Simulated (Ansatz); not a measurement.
# ZnCu2SnS4 (I-4): spin-orbit coupling beyond the local functionals

Aim: the spin-orbit change of the gap of ZnCu2SnS4 (I-4).

Main program and level: Ansatz 0.2.0; density functionals with and without spin-orbit coupling, plane waves, PAW.

**The experiments to reproduce.**

- Gap 1.5 eV: direct optical gap from Tauc plot; UV-Vis diffuse reflectance, Kubelka-Munk and Tauc analysis; film (“Impact of excess and disordered Sn sites on Cu2ZnSnS4 absorber material and device performance: A 119Sn Mossbauer Study”, 2018, arxiv:1808.01870).

Report form: the programs' logs are mostly left out.

### 1. Set-up

The structure is tetragonal, space group I-4 (No. 82). Conventional cell: a = 5.434 Å, b = 5.434 Å, c = 10.850 Å, α = 90.00°, β = 90.00°, γ = 90.00°. Nearest to Zn lie 4 S at 2.33 Å. Nearest to Cu lie 4 S at 2.33 Å. Nearest to Sn lie 4 S at 2.41 Å. Nearest to S lie 1 Zn at 2.33 Å and 2 Cu at 2.33 Å and 1 Sn at 2.41 Å. Farther neighbours and most contacts between anions are not listed.

The cell and positions come from the Crystallography Open Database and are kept as given unless a step says otherwise.

### 2. HSE06, 4×4×4 mesh

This step: DFT, HSE06, plane waves, PAW; PAW set soft_1.

The input, input.yaml:

```yaml
crystal:
  lattice:
    - [-2.7171, 2.7171, 5.4248]
    - [2.7171, -2.7171, 5.4248]
    - [2.7171, 2.7171, -5.4248]
  atoms:
    - { symbol: Zn, position: [0.25, 0.75, 0.5] }
    - { symbol: Cu, position: [0.0, 0.0, 0.0] }
    - { symbol: Cu, position: [0.75, 0.25, 0.5] }
    - { symbol: Sn, position: [0.5, 0.5, 0.0] }
    - { symbol: S, position: [0.37161, 0.88441, 0.9996] }
    - { symbol: S, position: [0.11559, 0.11519, 0.4872] }
    - { symbol: S, position: [0.88481, 0.37201, 0.0004] }
    - { symbol: S, position: [0.62799, 0.62839, 0.5128] }
kpoints:
  mp_grid: { grid: [4, 4, 4] }
  band_path:
    path:
      - [0.0, 0.0, 0.0]
      - [0.0, 0.0, 0.5]
      - [0.25, 0.25, 0.25]
      - [0.0, 0.5, 0.0]
      - [0.5, 0.5, -0.5]
      - [0.31271679, 0.68728321, -0.31271679]
      - [-0.31271679, 0.31271679, 0.31271679]
      - [-0.12543357, 0.12543357, 0.5]
    npoints: 1
hamiltonian:
  xc: hse06
  pseudopotentials: { kind: paw, azcp: { folder: soft_1 } }
scf:
  occupations: { method: fixed }
  n_extra_bands: 6
output:
  eigenvalues: true
```

Launch:

```bash
> ansatz run input.yaml --threads 3 --pin off --max-ram 92160MiB --backend cuda --events-out ev --progress --plain --runs-dir out --devices 1 --max-vram 13GiB
```

It took 58 s on 1 × NVIDIA H100 80GB HBM3 (shared by 6 runs) with 3 threads of AMD EPYC 7R13 (Zen 3), shared host; peak memory 1.5 GiB; 1.8 min of CPU time.

Numbers from this step:

```yaml
gap: 1.479 eV
valence_top_at: Γ
conduction_bottom_at: Γ
least_direct_gap: 1.479 eV
exact_exchange_fraction: 0.25
```

The gap is direct, at Γ.

### 3. HSE06+SOC, 4×4×4 mesh

The many-body steps leave out spin-orbit coupling, so its effect is taken from a two-component run, with twice the bands.

This step: DFT, HSE06 with spin-orbit coupling, plane waves, PAW; PAW set soft_1.

Changes to input.yaml since step 2:

```diff
@@ -29,6 +29,9 @@
   xc: hse06
-  pseudopotentials: { kind: paw, azcp: { folder: soft_1 } }
+  pseudopotentials: { kind: paw_fr, azcp: { folder: soft_1 } }
 scf:
-  occupations: { method: fixed }
-  n_extra_bands: 6
+  occupations: { method: fermi_dirac, width: 0.02 }
+  n_extra_bands: 12
+magnetization:
+  noncollinear: true
+  spin_orbit: true
 output:
```

Run time: 2.7 min. Hardware: 1 × NVIDIA H100 80GB HBM3 (shared by 6 runs) with 3 threads; peak memory 3.3 GiB.

Numbers from this step:

```
gap                     : 1.475 eV
valence top at          : Γ
conduction bottom at    : Γ
least direct gap        : 1.475 eV
exact-exchange fraction : 0.25
```

The gap is that of HSE06.

### 4. Together

Times are wall times on 1 × NVIDIA H100 80GB HBM3 (shared by 6 runs) with 3 threads of AMD EPYC 7R13 (Zen 3), shared host, good to a factor of about two.

```tsv
level	gap (eV)	with coupling (eV)	change (eV)	time	with coupling
HSE06	1.48	1.48	−0.004	58 s	2.7 min
```

### 5. Summary of results

- HSE06: 1.48 eV
- HSE06+SOC: 1.48 eV

Spin-orbit coupling changes the gap by −0.004 eV and the least direct gap by −0.004 eV. Against experiment, by HSE06+SOC: the direct gap of 1.48 eV lies −0.02 eV from the measured 1.5 eV (direct, 2018). An exciton line or allowed optical edge lies below the quasiparticle gap by the binding energy; a forbidden edge can push the onset above it. The lattice is static and excitons are left out. The runs have no spin polarisation. For a closed low-spin shell that is the natural state; where a d or f shell is open it is a constraint, and the gap is then not the crystal's own.

[Paths, hosts, dates, memory and timing lines, banners, echoed tables and standing remarks are left out of the program output.]

[Logs are printed without paths, hosts, clocks, repeated set-up lines and the standing remarks that a program may print on its own settings, such as how far it seeks lower states.]

[Runs of the session that timed out or met a known fault of the program may be left out.]

[Cells called generated may have been cut or substituted from an entry of the Crystallography Open Database or the Materials Project.]

[Hosts, paths, dates, database ids (printed as entryN), source tags and the programs' standing remarks are cut or masked in the printed files.]
